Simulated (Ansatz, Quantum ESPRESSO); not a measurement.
## YNb (Pm-3m): from the cell to the phonon bands: relaxation

Quantum ESPRESSO 7.5; DFT LDA, scalar-relativistic, plane waves, GBRV ultrasoft pseudopotentials.

The structure was built from a prototype and need not be the compound's stable phase.

The structure is cubic, space group Pm-3m (No. 221). Conventional cell: a = 3.646 Å, b = 3.646 Å, c = 3.646 Å, α = 90.00°, β = 90.00°, γ = 90.00°. Nearest to Nb lie 8 Y at 3.16 Å. Nearest to Y lie 8 Nb at 3.16 Å. Farther neighbours are not listed.

Relaxation path:

| step | energy less that of the first step (eV) | largest force (eV/Å) | pressure (GPa) | volume (Å³) |
| --- | --- | --- | --- | --- |
| 1 | 0.0000 | 0.0000 | -7.88 | 48.45 |
| 2 | -0.0794 | 0.0000 | -5.33 | 46.53 |
| 3 | -0.1332 | 0.0000 | -0.69 | 43.74 |
| 4 | -0.1340 | 0.0000 | 0.06 | 43.36 |
| 5 | -0.1340 | 0.0000 | 0.00 | 43.39 |
| 6 | -0.1340 | 0.0000 | 0.00 | 43.39 |
| 7 | -0.1312 | 0.0000 | -0.06 | 43.39 |

| conventional cell, symmetrised | before | after | change |
| --- | --- | --- | --- |
| a (Å) | 3.646 | 3.514 | -3.6 % |
| b (Å) | 3.646 | 3.514 | -3.6 % |
| c (Å) | 3.646 | 3.514 | -3.6 % |
| volume (Å³/atom) | 24.22 | 21.69 | -10.5 % |

Final coordinates:

```
CELL_PARAMETERS angstrom
3.51383 0.00000 0.00000
0.00000 3.51383 0.00000
0.00000 0.00000 3.51383
ATOMIC_POSITIONS crystal
Nb 0.00000 0.00000 0.00000
Y 0.50000 0.50000 0.50000
```

The last row of the table of steps is pw.x's closing run on a basis chosen anew for the final cell, so its energy can jump.

Read from the output:

| Item | Value |
| --- | --- |
| volume per atom | 21.69 Å³ |
| pressure | -0.05600 GPa |

The volume changes by -10.5 % from the cell with which this run began.

**Question.** Which input gives these results?

The system, level and task follow from the heading and the kind of results. Meshes, cutoffs and thresholds can't be read from the results; these are the ones that the run used.

The input, relax.in:

```
&control
   calculation = 'vc-relax'
   prefix = 'x'
   outdir = './tmp'
   pseudo_dir = './pseudo'
   tprnfor = .true.
   tstress = .true.
   forc_conv_thr = 2.0d-05
   etot_conv_thr = 1.0d-07
   nstep = 40
/
&system
   ibrav = 0
   nat = 2
   ntyp = 2
   ecutwfc = 48
   ecutrho = 288.0
   occupations = 'smearing'
   smearing = 'gaussian'
   degauss = 0.02
/
&electrons
   conv_thr = 1.0d-11
   mixing_beta = 0.7
   electron_maxstep = 100
/
&ions
/
&cell
   press_conv_thr = 0.2
/
ATOMIC_SPECIES
 Nb     92.9064  Nb.upf
 Y      88.9058  Y.upf
CELL_PARAMETERS angstrom
     3.645562880    0.000000000    0.000000000
     0.000000000    3.645562880    0.000000000
     0.000000000    0.000000000    3.645562880
ATOMIC_POSITIONS crystal
 Nb     0.000000000   0.000000000   0.000000000
 Y      0.500000000   0.500000000   0.500000000
K_POINTS automatic
 10 10 10 0 0 0
```

On the command line:

```console
> OMP_NUM_THREADS=1 mpirun -n 4 pw.x -nk 4 -in relax.in > relax.out
```

[Host names and launcher messages were left out of these logs when they were recorded.]

[Logs are printed without paths, hosts, clocks, repeated set-up lines and the standing remarks that a program may print on its own settings, such as how far it seeks lower states.]

[Hosts, paths, dates, database ids (printed as entryN), source tags and the programs' standing remarks are cut or masked in the printed files.]
